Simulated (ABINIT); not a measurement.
# Quasiparticle gap of CsPbI2Br (P4/mmm) in ABINIT, part 2 of 3

How does a plane-wave GW calculation on CsPbI2Br (P4/mmm) run from the first input to the gap?

ABINIT 10.8.3; PBE and many-body steps on it, plane waves. Known limits of the many-body steps: not at the basis limit; no spin-orbit coupling; coarse k mesh.

So far. Step 2 (Ground state): The gap is direct, at (0.500, 0.500, 0.500).

**3. Bands along the symmetry lines**

Level of this step: DFT, PBE, plane waves, norm-conserving pseudopotentials (ABINIT).

Levels along a band path, at the cheap level, show where the edges lie and whether the meshes to come will hold them.

Input file run.abi:

```
acell 3*1.0 Angstrom
rprim 
  6.375296000000 0.000000000000 0.000000000000
  0.000000000000 6.375296000000 0.000000000000
  0.000000000000 0.000000000000 5.962220000000
ntypat 4
znucl 55 82 53 35
natom 5
typat 1 2 3 3 4
xred 
  0.500000000000 0.500000000000 0.500000000000
  0.000000000000 0.000000000000 0.000000000000
  0.000000000000 0.500000000000 0.000000000000
  0.500000000000 0.000000000000 0.000000000000
  0.000000000000 0.000000000000 0.500000000000
pp_dirpath "pseudos"
pseudos "Cs.upf, Pb.upf, I.upf, Br.upf"
ecut 34
iscf -2
irdden 1
kptopt 0
nkpt 75
kpt 
  0.00000000 0.00000000 0.00000000
  0.00000000 0.06250000 0.00000000
  0.00000000 0.12500000 0.00000000
  0.00000000 0.18750000 0.00000000
  0.00000000 0.25000000 0.00000000
  0.00000000 0.31250000 0.00000000
  0.00000000 0.37500000 0.00000000
  0.00000000 0.43750000 0.00000000
  0.00000000 0.50000000 0.00000000
  0.06250000 0.50000000 0.00000000
  0.12500000 0.50000000 0.00000000
  0.18750000 0.50000000 0.00000000
  0.25000000 0.50000000 0.00000000
  0.31250000 0.50000000 0.00000000
  0.37500000 0.50000000 0.00000000
  0.43750000 0.50000000 0.00000000
  0.50000000 0.50000000 0.00000000
  0.43750000 0.43750000 0.00000000
  0.37500000 0.37500000 0.00000000
  0.31250000 0.31250000 0.00000000
  0.25000000 0.25000000 0.00000000
  0.18750000 0.18750000 0.00000000
  0.12500000 0.12500000 0.00000000
  0.06250000 0.06250000 0.00000000
  0.00000000 0.00000000 0.00000000
  0.00000000 0.00000000 0.06250000
  0.00000000 0.00000000 0.12500000
  0.00000000 0.00000000 0.18750000
  0.00000000 0.00000000 0.25000000
  0.00000000 0.00000000 0.31250000
  0.00000000 0.00000000 0.37500000
  0.00000000 0.00000000 0.43750000
  0.00000000 0.00000000 0.50000000
  0.00000000 0.06250000 0.50000000
  0.00000000 0.12500000 0.50000000
  0.00000000 0.18750000 0.50000000
  0.00000000 0.25000000 0.50000000
  0.00000000 0.31250000 0.50000000
  0.00000000 0.37500000 0.50000000
  0.00000000 0.43750000 0.50000000
  0.00000000 0.50000000 0.50000000
  0.06250000 0.50000000 0.50000000
  0.12500000 0.50000000 0.50000000
  0.18750000 0.50000000 0.50000000
  0.25000000 0.50000000 0.50000000
  0.31250000 0.50000000 0.50000000
  0.37500000 0.50000000 0.50000000
  0.43750000 0.50000000 0.50000000
  0.50000000 0.50000000 0.50000000
  0.43750000 0.43750000 0.50000000
  0.37500000 0.37500000 0.50000000
  0.31250000 0.31250000 0.50000000
  0.25000000 0.25000000 0.50000000
  0.18750000 0.18750000 0.50000000
  0.12500000 0.12500000 0.50000000
  0.06250000 0.06250000 0.50000000
  0.00000000 0.00000000 0.50000000
  0.00000000 0.50000000 0.00000000
  0.00000000 0.50000000 0.06250000
  0.00000000 0.50000000 0.12500000
  0.00000000 0.50000000 0.18750000
  0.00000000 0.50000000 0.25000000
  0.00000000 0.50000000 0.31250000
  0.00000000 0.50000000 0.37500000
  0.00000000 0.50000000 0.43750000
  0.00000000 0.50000000 0.50000000
  0.50000000 0.50000000 0.00000000
  0.50000000 0.50000000 0.06250000
  0.50000000 0.50000000 0.12500000
  0.50000000 0.50000000 0.18750000
  0.50000000 0.50000000 0.25000000
  0.50000000 0.50000000 0.31250000
  0.50000000 0.50000000 0.37500000
  0.50000000 0.50000000 0.43750000
  0.50000000 0.50000000 0.50000000
istwfk *1
nband 56
nbdbuf 2
tolwfr 1e-08
nstep 40
prtwf 0
prtvol 0
indata_prefix "in"
outdata_prefix "out"
tmpdata_prefix "tmp"
```

Started as:

```sh
OMP_NUM_THREADS=1 mpirun -n 8 abinit run.abi > log
```

Numbers of over 12 decimals in the logs are rounded to 6 here.

Output:

```text
.Version 10.8.3 of ABINIT. v10.8.2 released Aug 2026.

 Symmetries : space group P4/m m m (#123); Bravais tP (primitive tetrag.)
[... echo of the input left out ...]
== DATASET  1 ==================================================================
-   mpi_nproc: 8, omp_nthreads: 1 (-1 if OMP is not activated)

--- !DatasetInfo
iteration_state: {dtset: 1, }
dimensions: {natom: 5, nkpt: 75, mband: 56, nsppol: 1, nspinor: 1, nspden: 1, mpw: 15544, }
cutoff_energies: {ecut:  34.0, pawecutdg:  -1.0, }
electrons: {nelect:   9.80000000E+01, charge:   0.00000000E+00, occopt:   1.00000000E+00, tsmear:   1.00000000E-02, }

 Real(R)+Recip(G) space primitive vectors, cartesian coordinates (Bohr,Bohr^-1):
 R(1)= 12.0475634  0.0000000  0.0000000  G(1)=  0.0830043  0.0000000  0.0000000
 R(2)=  0.0000000 12.0475634  0.0000000  G(2)=  0.0000000  0.0830043  0.0000000
 R(3)=  0.0000000  0.0000000 11.2669629  G(3)=  0.0000000  0.0000000  0.0887551
 Unit cell volume ucvol=  1.6353296E+03 bohr^3
 Angles (23,13,12)=  9.00000000E+01  9.00000000E+01  9.00000000E+01 degrees

 getcut: wavevector=  0.0000  0.0000  0.0000  ngfft=  64  64  60
         ecut(hartree)=     34.000   => boxcut(ratio)=   2.02384

--- Pseudopotential description ------------------------------------------------
- Cs Generated using ONCVPSP code by D. R. Hamann
- 55.00000   9.00000  171031                  znucl, zion, pspdat
12 -101130 3 -1 2414                          pspcod,pspxc,lmax,lloc,mmax
     nproj     2     2     2     2
  pspatm : epsatm=   22.81663564
         --- l  ekb(1:nproj) -->
             0    6.176104    0.756334
             1    6.263084    0.786397
             2    3.737592    0.906929
[...]
pspatm: atomic psp has been read  and splines computed

- Pb Generated using ONCVPSP code by D. R. Hamann
- 82.00000  22.00000  220131                  znucl, zion, pspdat
12 -101130 3 -1 1692                          pspcod,pspxc,lmax,lloc,mmax
     nproj     2     2     2     1
  pspatm : epsatm=   27.21822286
         --- l  ekb(1:nproj) -->
[...]
3    9.337611
 pspatm: atomic psp has been read  and splines computed

- I Generated using ONCVPSP code by D. R. Hamann
- 53.00000  25.00000  220131                  znucl, zion, pspdat
12 -101130 3 -1 1188                          pspcod,pspxc,lmax,lloc,mmax
     nproj     2     2     2     2
  pspatm : epsatm=   25.72445091
         --- l  ekb(1:nproj) -->
[...]
pspatm: atomic psp has been read  and splines computed

- Br Generated using ONCVPSP code by D. R. Hamann
- 35.00000  17.00000  171031                  znucl, zion, pspdat
12 -101130 2 -1 1098                          pspcod,pspxc,lmax,lloc,mmax
     nproj     2     2     2     0
  pspatm : epsatm=   32.00824270
         --- l  ekb(1:nproj) -->
[...]
pspatm: atomic psp has been read  and splines computed

[...]
2.7489E-01  2.7923E-01
 Non-SCF case, kpt   75 (  0.50000  0.50000  0.50000), residuals and eigenvalues=
[...]
9.3537E-03  2.4756E-02  3.6109E-02  5.1168E-02  5.1168E-02  5.6194E-02
  8.7920E-02  1.4249E-01  1.4249E-01  1.4902E-01  2.4229E-01  2.7423E-01
  2.7423E-01  2.7836E-01

--- !ResultsGS
iteration_state: {dtset: 1, }
comment   : Summary of ground state results
lattice_vectors:
- [ 12.0475634,   0.0000000,   0.0000000, ]
- [  0.0000000,  12.0475634,   0.0000000, ]
- [  0.0000000,   0.0000000,  11.2669629, ]
lattice_lengths: [  12.04756,   12.04756,   11.26696, ]
lattice_angles: [ 90.000,  90.000,  90.000, ] # degrees, (23, 13, 12)
lattice_volume:   1.6353296E+03
convergence: {deltae:  0.000E+00, res2:  0.000E+00, residm:  9.993E-09, diffor:  0.000E+00, }
etotal    :  -9.93789175E+02
entropy   :   0.00000000E+00
fermie    :   8.79201502E-02
cartesian_stress_tensor: null
pressure_GPa: null
xred      :
- [  5.0000E-01,   5.0000E-01,   5.0000E-01, Cs]
- [  0.0000E+00,   0.0000E+00,   0.0000E+00, Pb]
- [  0.0000E+00,   5.0000E-01,   0.0000E+00,  I]
- [  5.0000E-01,   0.0000E+00,   0.0000E+00,  I]
- [  0.0000E+00,   0.0000E+00,   5.0000E-01, Br]
cartesian_forces: null
force_length_stats: {min: null, max: null, mean: null, }

 Integrated electronic density in atomic spheres:
 ------------------------------------------------
 Atom  Sphere_radius  Integrated_density
[...]
================================================================================

 ----iterations are completed or convergence reached----

 Mean square residual over all n,k,spin=   63.827E-10; max=  99.929E-10
 reduced coordinates (array xred) for    5 atoms
[...]
0.500000000000      0.000000000000      0.000000000000
       0.000000000000      0.000000000000      0.500000000000

 cartesian coordinates (angstrom) at end:
    1      3.187648     3.187648     2.981110
    2      0.000000     0.000000     0.000000
    3      0.000000     3.187648     0.000000
    4      3.187648     0.000000     0.000000
    5      0.000000     0.000000     2.981110
 length scales=  1.889726125908  1.889726125908  1.889726125908 bohr
              =  1.000000000000  1.000000000000  1.000000000000 angstroms
 prteigrs : about to open file out_EIG
 Eigenvalues (hartree) for nkpt=  75  k points:
 kpt#   1, nband= 56, wtk=  1.00000, kpt=  0.0000  0.0000  0.0000 (reduced coord)
[...]
kpt#   2, nband= 56, wtk=  1.00000, kpt=  0.0000  0.0625  0.0000 (reduced coord)
[...]
kpt#   3, nband= 56, wtk=  1.00000, kpt=  0.0000  0.1250  0.0000 (reduced coord)
[...]
kpt#  74, nband= 56, wtk=  1.00000, kpt=  0.5000  0.5000  0.4375 (reduced coord)
[...]
kpt#  75, nband= 56, wtk=  1.00000, kpt=  0.5000  0.5000  0.5000 (reduced coord)
[...]
0.00519    0.00519    0.00935    0.02476    0.03611    0.05117    0.05117    0.05619
   0.08792    0.14249    0.14249    0.14902    0.24229    0.27423    0.27423    0.27836

== END DATASET(S) ==============================================================
================================================================================

 -outvars: echo values of variables after computation  --------
            nband          56
             nkpt          75
          spgroup         123
 [... the other variables as echoed above ...]

 Calculation completed.
```

It took 5.7 min on 8 MPI ranks of Intel Xeon Platinum 8488C (Sapphire Rapids), shared host; peak memory 1.8 GiB.

Numbers from this step:

```yaml
gap: 1.485 eV
k_of_the_valence_top: 0.5, 0.5, 0.5
k_of_the_conduction_bottom: 0.5, 0.5, 0.5
least_direct_gap: 1.485 eV
```

The gap is 1.485 eV, as in the run before at this level.

Electronic bands along the path, in eV, zero at the top of the highest filled band:

| point | band 46 | band 47 | band 48 | band 49 | band 50 | band 51 | band 52 | band 53 |
| --- | --- | --- | --- | --- | --- | --- | --- | --- |
| Γ | -1.31 | -1.30 | -1.27 | -1.27 | 3.16 | 4.06 | 4.46 | 4.66 |
| halfway | -1.39 | -1.39 | -1.34 | -1.31 | 3.67 | 3.87 | 4.44 | 4.72 |
| X | -1.53 | -1.47 | -1.36 | -0.94 | 2.27 | 4.43 | 5.00 | 5.01 |
| halfway | -1.50 | -1.45 | -1.12 | -0.86 | 2.11 | 3.56 | 4.80 | 4.95 |
| M | -1.53 | -1.42 | -0.89 | -0.50 | 1.93 | 1.93 | 4.80 | 5.31 |
| halfway | -1.42 | -1.41 | -1.36 | -1.13 | 3.67 | 3.69 | 4.16 | 4.66 |
| Γ | -1.31 | -1.30 | -1.27 | -1.27 | 3.16 | 4.06 | 4.46 | 4.66 |
| halfway | -1.43 | -1.40 | -1.32 | -1.32 | 3.78 | 4.17 | 4.50 | 4.89 |
| Z | -1.50 | -1.36 | -1.36 | -1.16 | 2.56 | 4.89 | 4.90 | 5.18 |
| halfway | -1.49 | -1.43 | -1.24 | -0.99 | 2.36 | 3.56 | 4.91 | 5.09 |
| R | -1.66 | -1.63 | -1.03 | -0.50 | 1.90 | 2.15 | 4.82 | 5.15 |
| halfway | -1.27 | -1.15 | -1.01 | -0.42 | 1.71 | 1.92 | 3.26 | 4.59 |
| A | -1.00 | -1.00 | -0.86 | 0.00 | 1.48 | 1.48 | 1.66 | 4.20 |
| halfway | -1.37 | -1.17 | -1.15 | -0.94 | 2.14 | 3.38 | 3.40 | 4.79 |
| Z | -1.50 | -1.36 | -1.36 | -1.16 | 2.56 | 4.89 | 4.90 | 5.18 |
| jump to X | -1.53 | -1.47 | -1.36 | -0.94 | 2.27 | 4.43 | 5.00 | 5.01 |
| halfway | -1.59 | -1.43 | -1.20 | -0.84 | 2.09 | 3.76 | 4.84 | 4.94 |
| R | -1.66 | -1.63 | -1.03 | -0.50 | 1.90 | 2.15 | 4.82 | 5.15 |
| jump to M | -1.53 | -1.42 | -0.89 | -0.50 | 1.93 | 1.93 | 4.80 | 5.31 |
| halfway | -1.23 | -1.23 | -0.87 | -0.40 | 1.72 | 1.72 | 3.29 | 4.69 |
| A | -1.00 | -1.00 | -0.86 | 0.00 | 1.48 | 1.48 | 1.66 | 4.20 |

**4. Empty states on the mesh, 2×2×2 mesh, 162 bands**

The sums over transitions need many empty states on a uniform mesh; this step solves for them.

Input file run.abi:

```
acell 3*1.0 Angstrom
rprim 
  6.375296000000 0.000000000000 0.000000000000
  0.000000000000 6.375296000000 0.000000000000
  0.000000000000 0.000000000000 5.962220000000
ntypat 4
znucl 55 82 53 35
natom 5
typat 1 2 3 3 4
xred 
  0.500000000000 0.500000000000 0.500000000000
  0.000000000000 0.000000000000 0.000000000000
  0.000000000000 0.500000000000 0.000000000000
  0.500000000000 0.000000000000 0.000000000000
  0.000000000000 0.000000000000 0.500000000000
pp_dirpath "pseudos"
pseudos "Cs.upf, Pb.upf, I.upf, Br.upf"
ecut 34
ngkpt 2 2 2
nshiftk 1
shiftk 0 0 0
kptopt 1
chksymbreak 0
iscf -2
irdden 1
istwfk *1
nband 162
nbdbuf 14
tolwfr 1e-09
nstep 60
prtvol 0
indata_prefix "in"
outdata_prefix "out"
tmpdata_prefix "tmp"
```

Output:

```text
.Version 10.8.3 of ABINIT. v10.8.2 released Aug 2026.

 Symmetries : space group P4/m m m (#123); Bravais tP (primitive tetrag.)
[... echo of the input left out ...]
== DATASET  1 ==================================================================
-   mpi_nproc: 8, omp_nthreads: 1 (-1 if OMP is not activated)
-    --> not optimal distribution: autoparal keyword recommended in input file <--

--- !DatasetInfo
iteration_state: {dtset: 1, }
dimensions: {natom: 5, nkpt: 6, mband: 162, nsppol: 1, nspinor: 1, nspden: 1, mpw: 15544, }
cutoff_energies: {ecut:  34.0, pawecutdg:  -1.0, }
electrons: {nelect:   9.80000000E+01, charge:   0.00000000E+00, occopt:   1.00000000E+00, tsmear:   1.00000000E-02, }

 Real(R)+Recip(G) space primitive vectors, cartesian coordinates (Bohr,Bohr^-1):
 R(1)= 12.0475634  0.0000000  0.0000000  G(1)=  0.0830043  0.0000000  0.0000000
 R(2)=  0.0000000 12.0475634  0.0000000  G(2)=  0.0000000  0.0830043  0.0000000
 R(3)=  0.0000000  0.0000000 11.2669629  G(3)=  0.0000000  0.0000000  0.0887551
 Unit cell volume ucvol=  1.6353296E+03 bohr^3
 Angles (23,13,12)=  9.00000000E+01  9.00000000E+01  9.00000000E+01 degrees

 getcut: wavevector=  0.0000  0.0000  0.0000  ngfft=  64  64  60
         ecut(hartree)=     34.000   => boxcut(ratio)=   2.02384

--- Pseudopotential description ------------------------------------------------
- Cs Generated using ONCVPSP code by D. R. Hamann
- 55.00000   9.00000  171031                  znucl, zion, pspdat
12 -101130 3 -1 2414                          pspcod,pspxc,lmax,lloc,mmax
     nproj     2     2     2     2
  pspatm : epsatm=   22.81663564
         --- l  ekb(1:nproj) -->
             0    6.176104    0.756334
             1    6.263084    0.786397
             2    3.737592    0.906929
[...]
pspatm: atomic psp has been read  and splines computed

- Pb Generated using ONCVPSP code by D. R. Hamann
- 82.00000  22.00000  220131                  znucl, zion, pspdat
12 -101130 3 -1 1692                          pspcod,pspxc,lmax,lloc,mmax
     nproj     2     2     2     1
  pspatm : epsatm=   27.21822286
         --- l  ekb(1:nproj) -->
[...]
3    9.337611
 pspatm: atomic psp has been read  and splines computed

- I Generated using ONCVPSP code by D. R. Hamann
- 53.00000  25.00000  220131                  znucl, zion, pspdat
12 -101130 3 -1 1188                          pspcod,pspxc,lmax,lloc,mmax
     nproj     2     2     2     2
  pspatm : epsatm=   25.72445091
         --- l  ekb(1:nproj) -->
[...]
pspatm: atomic psp has been read  and splines computed

- Br Generated using ONCVPSP code by D. R. Hamann
- 35.00000  17.00000  171031                  znucl, zion, pspdat
12 -101130 2 -1 1098                          pspcod,pspxc,lmax,lloc,mmax
     nproj     2     2     2     0
  pspatm : epsatm=   32.00824270
         --- l  ekb(1:nproj) -->
[...]
6.14E-10  5.00E-10  8.31E-10  2.65E-10  3.47E-10  5.17E-10  5.62E-10  3.09E-10
  3.62E-10  3.55E-10  4.01E-10  4.08E-10  1.77E-10  2.79E-10  2.96E-10  9.12E-10
  1.34E-10  3.56E-10  5.04E-10  1.59E-10  6.59E-10  7.39E-10  5.66E-10  3.04E-10
[...]
2.80E-05  1.77E-04
 -6.3550E+00 -6.3550E+00 -5.0411E+00 -4.3988E+00 -4.3988E+00 -4.3956E+00
 -4.3956E+00 -4.3954E+00 -4.3954E+00 -2.8984E+00 -2.8984E+00 -2.8981E+00
 -2.1167E+00 -2.1150E+00 -2.1150E+00 -2.1105E+00 -2.1105E+00 -1.5268E+00
[...]
1.1329E+00  1.1375E+00  1.1387E+00  1.1670E+00  1.1670E+00  1.1724E+00
  1.1855E+00  1.1855E+00  1.2015E+00  1.2069E+00  1.2104E+00  1.2143E+00
 prteigrs : prtvol=0 or 1, do not print more k-points.

--- !ResultsGS
iteration_state: {dtset: 1, }
comment   : Summary of ground state results
lattice_vectors:
- [ 12.0475634,   0.0000000,   0.0000000, ]
- [  0.0000000,  12.0475634,   0.0000000, ]
- [  0.0000000,   0.0000000,  11.2669629, ]
lattice_lengths: [  12.04756,   12.04756,   11.26696, ]
lattice_angles: [ 90.000,  90.000,  90.000, ] # degrees, (23, 13, 12)
lattice_volume:   1.6353296E+03
convergence: {deltae:  0.000E+00, res2:  0.000E+00, residm:  9.980E-10, diffor:  0.000E+00, }
etotal    :  -9.93789175E+02
entropy   :   0.00000000E+00
fermie    :   8.79201502E-02
cartesian_stress_tensor: null
pressure_GPa: null
xred      :
- [  5.0000E-01,   5.0000E-01,   5.0000E-01, Cs]
- [  0.0000E+00,   0.0000E+00,   0.0000E+00, Pb]
- [  0.0000E+00,   5.0000E-01,   0.0000E+00,  I]
- [  5.0000E-01,   0.0000E+00,   0.0000E+00,  I]
- [  0.0000E+00,   0.0000E+00,   5.0000E-01, Br]
cartesian_forces: null
force_length_stats: {min: null, max: null, mean: null, }

 Integrated electronic density in atomic spheres:
 ------------------------------------------------
 Atom  Sphere_radius  Integrated_density
[...]
================================================================================

 ----iterations are completed or convergence reached----

 Mean square residual over all n,k,spin=   58.787E-11; max=  99.795E-11
 reduced coordinates (array xred) for    5 atoms
[...]
0.500000000000      0.000000000000      0.000000000000
       0.000000000000      0.000000000000      0.500000000000

 cartesian coordinates (angstrom) at end:
    1      3.187648     3.187648     2.981110
    2      0.000000     0.000000     0.000000
    3      0.000000     3.187648     0.000000
    4      3.187648     0.000000     0.000000
    5      0.000000     0.000000     2.981110
 length scales=  1.889726125908  1.889726125908  1.889726125908 bohr
              =  1.000000000000  1.000000000000  1.000000000000 angstroms
 prteigrs : about to open file out_EIG
 Eigenvalues (hartree) for nkpt=   6  k points:
 kpt#   1, nband=162, wtk=  0.12500, kpt=  0.0000  0.0000  0.0000 (reduced coord)
[...]
1.08022    1.08701    1.09630    1.09774    1.09774    1.10511    1.13288    1.13755
   1.13874    1.16697    1.16698    1.17244    1.18548    1.18550    1.20147    1.20693
   1.21043    1.21430
 prteigrs : prtvol=0 or 1, do not print more k-points.

== END DATASET(S) ==============================================================
================================================================================

 -outvars: echo values of variables after computation  --------
            nband         162
             nkpt           6
          spgroup         123
 [... the other variables as echoed above ...]

 Calculation completed.
```

Run time: 3 min. Hardware: 8 MPI ranks; peak memory 1 GiB; 24 min of CPU time.

This step gave:

* gap: 1.485 eV
* k of the valence top: 0.5, 0.5, 0.5
* k of the conduction bottom: 0.5, 0.5, 0.5
* least direct gap: 1.485 eV
* k points computed: 6
* lowest point of the top converged band, above the valence top: 26.73 eV

On this mesh the gap is 1.485 eV.

(Continued in part 3 of 3.)

[Paths, hosts, dates, memory and timing lines, banners, echoed tables and standing remarks are left out of the program output.]

[Logs are printed without paths, hosts, clocks, repeated set-up lines and the standing remarks that a program may print on its own settings, such as how far it seeks lower states.]

[Runs of the session that timed out or met a known fault of the program may be left out.]

[Hosts, paths, dates, database ids (printed as entryN), source tags and the programs' standing remarks are cut or masked in the printed files.]

[G0W0 gaps are taken among the corrected bands and points alone; a level outside them can change the order at an edge.]

[Where Ansatz stands beside ABINIT at settings called matched, ABINIT's density can come from a denser mesh and the files from another edition; pairs whose starting gaps differed by over 0.03 eV were left out, so agreement reads better than it is.]
